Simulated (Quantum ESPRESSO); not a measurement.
## TaPb (Pm-3m): phonons by linear response

How does TaPb (Pm-3m) vibrate, and is this structure a minimum?

Program: Quantum ESPRESSO 7.5. Level of theory: DFT LDA, scalar-relativistic, plane waves, PseudoDojo norm-conserving pseudopotentials. Results are calculated unless marked as measured.

Most raw output is cut from this account.

The structure was built from a prototype and need not be the compound's stable phase.

### 1. The structure

The structure is cubic, space group Pm-3m (No. 221). The conventional cell has a = 3.597 Å, b = 3.597 Å, c = 3.597 Å, α = 90.00°, β = 90.00°, γ = 90.00°. Pb has 8 Ta at 3.12 Å nearest. Ta has 8 Pb at 3.12 Å nearest. Farther neighbours are not listed.

### 2. A probe with smearing

A cheap run with smearing and empty bands tells whether the crystal has a gap, which decides between fixed occupations and smearing later on.

File probe.in:

```
&CONTROL
  calculation = 'scf'
  prefix      = 'x'
  outdir      = './tmp'
  pseudo_dir  = './pseudo'
  tprnfor     = .true.
  tstress     = .true.
  verbosity   = 'high'
/
&SYSTEM
  ibrav       = 0
  nat         = 2
  ntyp        = 2
  ecutwfc     = 58.0
  occupations = 'smearing'
  smearing    = 'gaussian'
  degauss     = 0.01
/
&ELECTRONS
  conv_thr         = 1.0d-07
  mixing_beta      = 0.7
  electron_maxstep = 100
/
ATOMIC_SPECIES
 Pb    207.2000  Pb.upf
 Ta    180.9479  Ta.upf
CELL_PARAMETERS angstrom
     3.597271600    0.000000000    0.000000000
     0.000000000    3.597271600    0.000000000
     0.000000000    0.000000000    3.597271600
ATOMIC_POSITIONS crystal
 Pb     0.000000000   0.000000000   0.000000000
 Ta     0.500000000   0.500000000   0.500000000
K_POINTS automatic
 6 6 6 0 0 0
```

The run is started by

```bash
$ OMP_NUM_THREADS=1 mpirun -n 4 pw.x -nk 4 -in probe.in > probe.out
```

It took 3.8 s on 4 MPI ranks of Arm Neoverse V1, shared host; 15 s of CPU time.

Numbers from this step:

```
volume per atom   : 23.28 Å³
pressure          : -16.37 GPa
gap on the k-mesh : 0 eV
```

No gap opens on this mesh, so smearing is kept; the start stands at -16 GPa.

### 3. Relaxing the cell and atoms

The relaxation runs at a cutoff a fifth above that of the response, since stress converges more slowly with the basis than frequencies do. Forces and stress are brought to rest with tight thresholds.

File relax.in:

```
&CONTROL
  calculation   = 'vc-relax'
  prefix        = 'x'
  outdir        = './tmp'
  pseudo_dir    = './pseudo'
  tprnfor       = .true.
  tstress       = .true.
  forc_conv_thr = 2.0d-05
  etot_conv_thr = 1.0d-07
  nstep         = 40
/
&SYSTEM
  ibrav       = 0
  nat         = 2
  ntyp        = 2
  ecutwfc     = 70
  occupations = 'smearing'
  smearing    = 'mv'
  degauss     = 0.02
/
&ELECTRONS
  conv_thr         = 1.0d-11
  mixing_beta      = 0.7
  electron_maxstep = 100
/
&IONS
/
&CELL
  press_conv_thr = 0.2
/
ATOMIC_SPECIES
 Pb    207.2000  Pb.upf
 Ta    180.9479  Ta.upf
CELL_PARAMETERS angstrom
     3.597271600    0.000000000    0.000000000
     0.000000000    3.597271600    0.000000000
     0.000000000    0.000000000    3.597271600
ATOMIC_POSITIONS crystal
 Pb     0.000000000   0.000000000   0.000000000
 Ta     0.500000000   0.500000000   0.500000000
K_POINTS automatic
 8 8 8 0 0 0
```

The run is started by

```bash
$ OMP_NUM_THREADS=1 mpirun -n 4 pw.x -nk 4 -in relax.in > relax.out
```

Run time: 53 s. Hardware: 4 MPI ranks.

Relaxation path:

```csv
step,energy less that of the first step (eV),largest force (eV/Å),pressure (GPa),volume (Å³)
1,0.0000,0.0000,-15.59,46.55
2,-0.2841,0.0000,-9.10,42.95
3,-0.3665,0.0000,4.04,38.75
4,-0.3793,0.0000,-0.51,39.95
5,-0.3795,0.0000,-0.02,39.82
6,-0.3795,0.0000,0.00,39.81
7,-0.3793,0.0000,0.00,39.81
```

```csv
"conventional cell, symmetrised",before,after,change
a (Å),3.597,3.415,-5.1 %
b (Å),3.597,3.415,-5.1 %
c (Å),3.597,3.415,-5.1 %
volume (Å³/atom),23.28,19.90,-14.5 %
```

Final coordinates:

```cif
data_structure
_symmetry_space_group_name_H-M 'P 1'
_symmetry_Int_Tables_number 1
_cell_length_a 3.4145
_cell_length_b 3.4145
_cell_length_c 3.4145
_cell_angle_alpha 90.000
_cell_angle_beta 90.000
_cell_angle_gamma 90.000
_cell_volume 39.81
loop_
_atom_site_label
_atom_site_type_symbol
_atom_site_fract_x
_atom_site_fract_y
_atom_site_fract_z
_atom_site_occupancy
Pb1 Pb 0.00000 0.00000 0.00000 1
Ta2 Ta 0.50000 0.50000 0.50000 1
```

The last row of the table of steps is pw.x's closing run on a basis chosen anew for the final cell, so its energy can jump.

Numbers from this step:

* volume per atom: 19.90 Å³
* pressure: 0.002 GPa

The volume changes by -14.5 % from the cell with which this run began.

### 4. Self-consistent run for the response

Perturbation theory inherits every error of the wavefunctions, so the threshold is set near the limit of the arithmetic. Smearing stays on, as the first look found no gap above 0.3 eV.

File scf.in:

```
&CONTROL
  calculation = 'scf'
  prefix      = 'x'
  outdir      = './tmp'
  pseudo_dir  = './pseudo'
  tprnfor     = .true.
  tstress     = .true.
/
&SYSTEM
  ibrav       = 0
  nat         = 2
  ntyp        = 2
  ecutwfc     = 58.0
  occupations = 'smearing'
  smearing    = 'mv'
  degauss     = 0.02
/
&ELECTRONS
  conv_thr         = 1.0d-12
  mixing_beta      = 0.7
  electron_maxstep = 100
/
ATOMIC_SPECIES
 Pb    207.2000  Pb.upf
 Ta    180.9479  Ta.upf
CELL_PARAMETERS angstrom
     3.414517032    0.000000000    0.000000000
     0.000000000    3.414517032    0.000000000
     0.000000000    0.000000000    3.414517032
ATOMIC_POSITIONS crystal
 Pb     0.000000000   0.000000000   0.000000000
 Ta     0.500000000   0.500000000   0.500000000
K_POINTS automatic
 8 8 8 0 0 0
```

The run is started by

```bash
$ OMP_NUM_THREADS=1 mpirun -n 4 pw.x -nk 4 -in scf.in > scf.out
```

The job ended after 5 s (4 MPI ranks).

Read from the output:

- pressure: -0.005 GPa

The cell stands at -0.005 GPa, close enough for phonons.

### 5. Phonons on a q mesh

Linear response treats each wavevector in the unit cell, with no supercell; the 2×2×2 mesh fixes the range of the force constants to be had.

File ph.in:

```
phonons
&INPUTPH
  prefix       = 'x'
  outdir       = './tmp'
  fildyn       = 'x.dyn'
  tr2_ph       = 1.0d-18
  alpha_mix(1) = 0.4
  nmix_ph      = 8
  ldisp        = .true.
  nq1          = 2
  nq2          = 2
  nq3          = 2
/
```

The run is started by

```bash
$ OMP_NUM_THREADS=1 mpirun -n 4 ph.x -nk 4 -in ph.in > ph.out
```

The job ended after 6 min (4 MPI ranks).

Numbers from this step:

```
largest acoustic frequency at the zone centre before the sum rule  : -0.66 cm⁻¹
highest optical zone-centre mode (no LO-TO term)                   : 146.6 cm⁻¹
lowest optical zone-centre mode                                    : 146.6 cm⁻¹
lowest mode on the q mesh (acoustic ones at the zone centre apart) : -38.95 cm⁻¹
```

Frequencies (cm⁻¹) at each irreducible wavevector; negative means imaginary. Frequencies by wavevector:

```
 q (fractions)  star  mode 1  mode 2  mode 3  mode 4  mode 5  mode 6
         0 0 0     1   -0.66   -0.66   -0.66   146.6   146.6   146.6
      0 0 -0.5     3  -10.01   66.98   66.98   98.54   98.54   127.1
   0 -0.5 -0.5     3  -38.95  -38.95   86.51   108.7   144.5   144.5
-0.5 -0.5 -0.5     1  -32.16  -32.16  -32.16   124.4   124.4   124.4
```

The acoustic modes at Γ come out as far as 0.7 cm⁻¹ from zero, where they should vanish, a small numerical error.

### 6. Fourier transform to real space

The dynamical matrices of the mesh are Fourier-transformed to force constants in real space.

File q2r.in:

```
&INPUT
  fildyn = 'x.dyn'
  zasr   = 'simple'
  flfrc  = 'x.fc'
/
```

The run is started by

```bash
$ q2r.x < q2r.in > q2r.out
```

It took 0.45 s on 1 thread.

### 7. Dispersion

From the force constants any wavevector is cheap; points of the mesh come back as solved, but for the sum rule and, in polar crystals, the LO-TO term at Γ; the rest is interpolation.

File matdyn.in:

```
&INPUT
  asr              = 'simple'
  flfrc            = 'x.fc'
  flfrq            = 'x.freq'
  flvec            = 'x.modes'
  q_in_band_form   = .true.
  q_in_cryst_coord = .true.
/
8
  0.0000000   0.0000000   0.0000000  12  ! GAMMA
  0.0000000   0.5000000   0.0000000  12  ! X
  0.5000000   0.5000000   0.0000000  12  ! M
  0.0000000   0.0000000   0.0000000  12  ! GAMMA
  0.5000000   0.5000000   0.5000000  12  ! R
  0.0000000   0.5000000   0.0000000   1  ! X
  0.5000000   0.5000000   0.5000000  12  ! R
  0.5000000   0.5000000   0.0000000   1  ! M
```

The run is started by

```bash
$ matdyn.x -in matdyn.in > matdyn.out
```

It took 0.46 s on 1 thread.

Numbers from this step:

```
lowest frequency on the path : -46.99 cm⁻¹
```

Matdyn.x, sum rule simple. Phonon branches along the path, in cm⁻¹:

```csv
point,branch 1,branch 2,branch 3,branch 4,branch 5,branch 6
Γ,0,0,0,147,147,147
halfway,31,36,36,129,129,134
X,-10,67,67,98,98,127
halfway,-37,33,90,93,126,138
M,-39,-39,86,109,144,144
halfway,-45,57,70,114,118,141
Γ,0,0,0,147,147,147
halfway,23,23,62,116,130,130
R,-32,-32,-32,124,124,124
halfway,-41,39,69,110,124,138
X,-10,67,67,98,98,127
jump to R,-32,-32,-32,124,124,124
halfway,-36,-36,73,107,135,135
M,-39,-39,86,109,144,144
```

Lowest modes at the softest wavevector of the mesh; phase exp(i q.(R + tau)). The modes at q = (0.500, 0.000, 0.500) (shares of kinetic energy by element, %) (negative means imaginary):

| mode | frequency (cm⁻¹) | Pb % | Ta % |
| --- | --- | --- | --- |
| 1 | -38.9 | 24 | 76 |
| 2 | -38.9 | 24 | 76 |
| 3 | 86.5 | 100 | 0 |
| 4 | 108.7 | 0 | 100 |
| 5 | 144.5 | 76 | 24 |
| 6 | 144.5 | 76 | 24 |

Displacements in mode 2 (-38.9 cm⁻¹), the largest set to 1, in the home cell:
```
Pb1 -0.52  0.00  0.00
Ta2  0.00  0.00 -1.00
```

Displacements in mode 6 (144.5 cm⁻¹), the largest set to 1, in the home cell:
```
Pb1  0.00  0.00  1.00
Ta2 -0.60  0.00  0.00
```

Force constants by pair (phonopy on the run's constants); pairs near half the supercell's span include their periodic images. Pair force constants, by row:

```
atom  neighbour  distance (Å)  third of the trace (eV/Å²)  along the pair's line (eV/Å²)
 Pb1     itself             0                       9.484                              –
 Pb1         Ta         2.957                     -0.9544                         -2.655
 Pb1         Pb         3.415                     -0.6129                          -2.45
 Pb1         Pb         4.829                      0.0764                         0.1774
 Pb1         Pb         5.914                     -0.2393                        -0.2393
 Ta2     itself             0                       3.229                              –
 Ta2         Pb         2.957                     -0.9544                         -2.655
 Ta2         Ta         3.415                      0.7456                          2.138
 Ta2         Ta         4.829                      0.0816                        -0.1062
 Ta2         Ta         5.914                       1.925                          1.925
```

Mode patterns, pair constants, displacements and means over the zone were worked out by phonopy from the force constants of q2r.x.

The path dips to 47i cm⁻¹.

### 8. Sums over the zone

Sums over the zone need many more wavevectors than were solved, so the interpolation is sampled on a dense mesh.

File matdyn.in:

```
&INPUT
  asr    = 'simple'
  flfrc  = 'x.fc'
  dos    = .true.
  fldos  = 'x.dos'
  nk1    = 13
  nk2    = 13
  nk3    = 13
  deltaE = 0.3
/
```

The run is started by

```bash
$ matdyn.x -in matdyn.in > matdyn.out
```

Elapsed: 4.1 s, on 1 thread.

Read from the output:

* share of modes beyond 3i cm⁻¹ on the dense interpolated mesh: 0.1971

The phonon density of states has structure finer than the step of the table below, so its rows give means over 5 cm⁻¹, whole bins alone (the curve runs from -47.2 to 146 cm⁻¹). Peaks (cm⁻¹: height): total -40.0: 0.122, 70.4: 0.0523, 111.2: 0.0803, 137.6: 0.149; Pb -40.0: 0.0277, 88.4: 0.0191, 111.2: 0.0689, 137.6: 0.112; Ta -40.0: 0.0946, 70.4: 0.0456, 137.6: 0.0371.

Tetrahedra. Table of phonon density of states by wavenumber; means over each step; values in 1/cm⁻¹/cell:

| wavenumber (cm⁻¹) | total | Pb | Ta |
| --- | --- | --- | --- |
| -40 | 0.0735 | 0.0167 | 0.0567 |
| -35 | 0.0570 | 0.0119 | 0.0451 |
| -30 | 0.0336 | 0.00716 | 0.0264 |
| -25 | 0.0226 | 0.00513 | 0.0175 |
| -20 | 0.0163 | 0.00385 | 0.0124 |
| -15 | 0.0100 | 0.00211 | 0.00793 |
| -10 | 0.00661 | 0.00138 | 0.00523 |
| -5 | 0.00607 | 0.00130 | 0.00476 |
| 0 | 0.00588 | 0.00130 | 0.00458 |
| 5 | 0.00586 | 0.00134 | 0.00451 |
| 10 | 0.00606 | 0.00148 | 0.00458 |
| 15 | 0.00657 | 0.00172 | 0.00485 |
| 20 | 0.00812 | 0.00227 | 0.00584 |
| 25 | 0.0105 | 0.00283 | 0.00763 |
| 30 | 0.0149 | 0.00382 | 0.0111 |
| 35 | 0.0179 | 0.00460 | 0.0133 |
| 40 | 0.0208 | 0.00524 | 0.0156 |
| 45 | 0.0248 | 0.00599 | 0.0189 |
| 50 | 0.0289 | 0.00655 | 0.0223 |
| 55 | 0.0306 | 0.00617 | 0.0244 |
| 60 | 0.0290 | 0.00483 | 0.0242 |
| 65 | 0.0312 | 0.00409 | 0.0271 |
| 70 | 0.0480 | 0.00623 | 0.0418 |
| 75 | 0.0277 | 0.00439 | 0.0233 |
| 80 | 0.0163 | 0.00391 | 0.0124 |
| 85 | 0.0160 | 0.00675 | 0.00930 |
| 90 | 0.0166 | 0.0110 | 0.00558 |
| 95 | 0.00250 | 0.00146 | 0.00104 |
| 100 | 0.0352 | 0.0237 | 0.0114 |
| 105 | 0.0463 | 0.0319 | 0.0144 |
| 110 | 0.0640 | 0.0540 | 0.0100 |
| 115 | 0.0530 | 0.0451 | 0.00794 |
| 120 | 0.0521 | 0.0421 | 0.0100 |
| 125 | 0.0596 | 0.0469 | 0.0127 |
| 130 | 0.0698 | 0.0563 | 0.0134 |
| 135 | 0.106 | 0.0815 | 0.0240 |
| 140 | 0.0994 | 0.0721 | 0.0273 |

### 9. Modes with the sum rule

A rigid shift of the crystal must cost nothing, but grids and finite bases break this; the acoustic sum rule is imposed before the matrix is diagonalised again.

File dynmat.in:

```
&INPUT
  fildyn = 'x.dyn1'
  asr    = 'simple'
  fileig = 'dynmat.eig'
/
```

The run is started by

```bash
$ dynmat.x -in dynmat.in > dynmat.out
```

Elapsed: 0.45 s, on 1 thread.

Unit eigenvectors of the mass-weighted matrix after the sum rule; no LO-TO term. Modes at Γ, with each element's share of the kinetic energy:

```csv
mode,frequency (cm⁻¹),symmetry,Pb %,Ta %
1,0.0,acoustic,53,47
2,0.0,acoustic,53,47
3,0.0,acoustic,53,47
4,146.6,T1u,47,53
5,146.6,T1u,47,53
6,146.6,T1u,47,53
```

Displacements in mode 6 (146.6 cm⁻¹), the largest set to 1:
```
Pb1  0.00  0.00 -0.87
Ta2  0.00  0.00  1.00
```

The rule moves no optical mode by more than 0.1 cm⁻¹.

### 10. Sum rules set otherwise: a sum rule for molecules or wires on a crystal

This rule also removes rotations, which suits wires and not a crystal; it is tried to see the harm.

File dynmat.in:

```
&INPUT
  fildyn = 'x.dyn1'
  asr    = 'one-dim'
  fileig = 'dynmat.eig'
/
```

The run is started by

```bash
$ dynmat.x -in dynmat.in > dynmat.out
```

Run time: 0.45 s. Hardware: 1 thread.

The run ended normally, but on settings that are not sound.

The fault: a sum rule for molecules or wires on a crystal; 1 optical mode is projected out to zero frequency, as if it were a rotation.

For a crystal the rule has to be 'simple' or 'crystal'.

Zone-centre frequencies as printed; negative means imaginary. Modes:

| mode | frequency (cm⁻¹) |
| --- | --- |
| 1 | 0 |
| 2 | 0 |
| 3 | 0 |
| 4 | 0 |
| 5 | 146.6 |
| 6 | 146.6 |

### 11. Sum rules set otherwise (asr no)

Without the rule the raw error of the acoustic modes shows.

File dynmat.in:

```
&INPUT
  fildyn = 'x.dyn1'
  asr    = 'no'
  fileig = 'dynmat.eig'
/
```

The run is started by

```bash
$ dynmat.x -in dynmat.in > dynmat.out
```

Wall time 0.45 s (1 thread).

Zone-centre frequencies as printed; negative means imaginary. Modes:

```
mode  frequency (cm⁻¹)
   1             -0.66
   2             -0.66
   3             -0.66
   4             146.6
   5             146.6
   6             146.6
```

Against the first rule no mode moves by more than 0.7 cm⁻¹.

### 12. The dispersion under another sum rule (asr all)

The sum rule corrects the force constants themselves, so it can shift branches at any wavevector, low ones most.

File matdyn.in:

```
&INPUT
  asr              = 'all'
  flfrc            = 'x.fc'
  flfrq            = 'x.freq'
  flvec            = 'x.modes'
  q_in_band_form   = .true.
  q_in_cryst_coord = .true.
/
8
  0.0000000   0.0000000   0.0000000   8  ! GAMMA
  0.0000000   0.5000000   0.0000000   8  ! X
  0.5000000   0.5000000   0.0000000   8  ! M
  0.0000000   0.0000000   0.0000000   8  ! GAMMA
  0.5000000   0.5000000   0.5000000   8  ! R
  0.0000000   0.5000000   0.0000000   1  ! X
  0.5000000   0.5000000   0.5000000   8  ! R
  0.5000000   0.5000000   0.0000000   1  ! M
```

The run is started by

```bash
$ matdyn.x -in matdyn.in > matdyn.out
```

Run time: 0.46 s. Hardware: 1 thread.

Read from the output:

| Property | Result |
| --- | --- |
| lowest frequency on the path | -47.25 cm⁻¹ |

At the labelled points the branches move by no more than 0.1 cm⁻¹.

### 13. Outcome

```
space group after relaxation                                       : Pm-3m
volume per atom                                                    : 19.9 Å³
highest optical zone-centre mode (no LO-TO term)                   : 146.6 cm⁻¹
q mesh                                                             : 2×2×2
lowest mode on the q mesh (acoustic ones at the zone centre apart) : -39.0 cm⁻¹
imaginary modes on the q mesh                                      : yes
```

In words: TaPb (Pm-3m) is unstable: a mode solved on the 2×2×2 mesh is imaginary, 39i cm⁻¹; its spectrum reaches 147 cm⁻¹. At the LDA level the optical modes of TaPb (Pm-3m) at the zone centre lie at 147 cm⁻¹. The most unstable solved mode lies at q = (0, -0.5, -0.5), on the zone boundary, so the distortion that it points to doubles the cell. These are harmonic frequencies at zero temperature: anharmonic shifts and linewidths and thermal expansion are left out. Spin-orbit coupling is left out, which can matter for the heavy elements here. In a metal the frequencies hang on the k mesh and the smearing, most of all near Kohn anomalies. The runs are without spin polarisation, although the cell has an odd electron count or an open d or f shell, so a magnetic state was not tested. The q mesh stands for a supercell only 6.8 Å across, so branches between the solved wavevectors are rough. The structure is a hypothetical one, built on a prototype.

[Host names and launcher messages were left out of these logs when they were recorded.]

[Logs are printed without paths, hosts, clocks, repeated set-up lines and the standing remarks that a program may print on its own settings, such as how far it seeks lower states.]

[Hosts, paths, dates, database ids (printed as entryN), source tags and the programs' standing remarks are cut or masked in the printed files.]
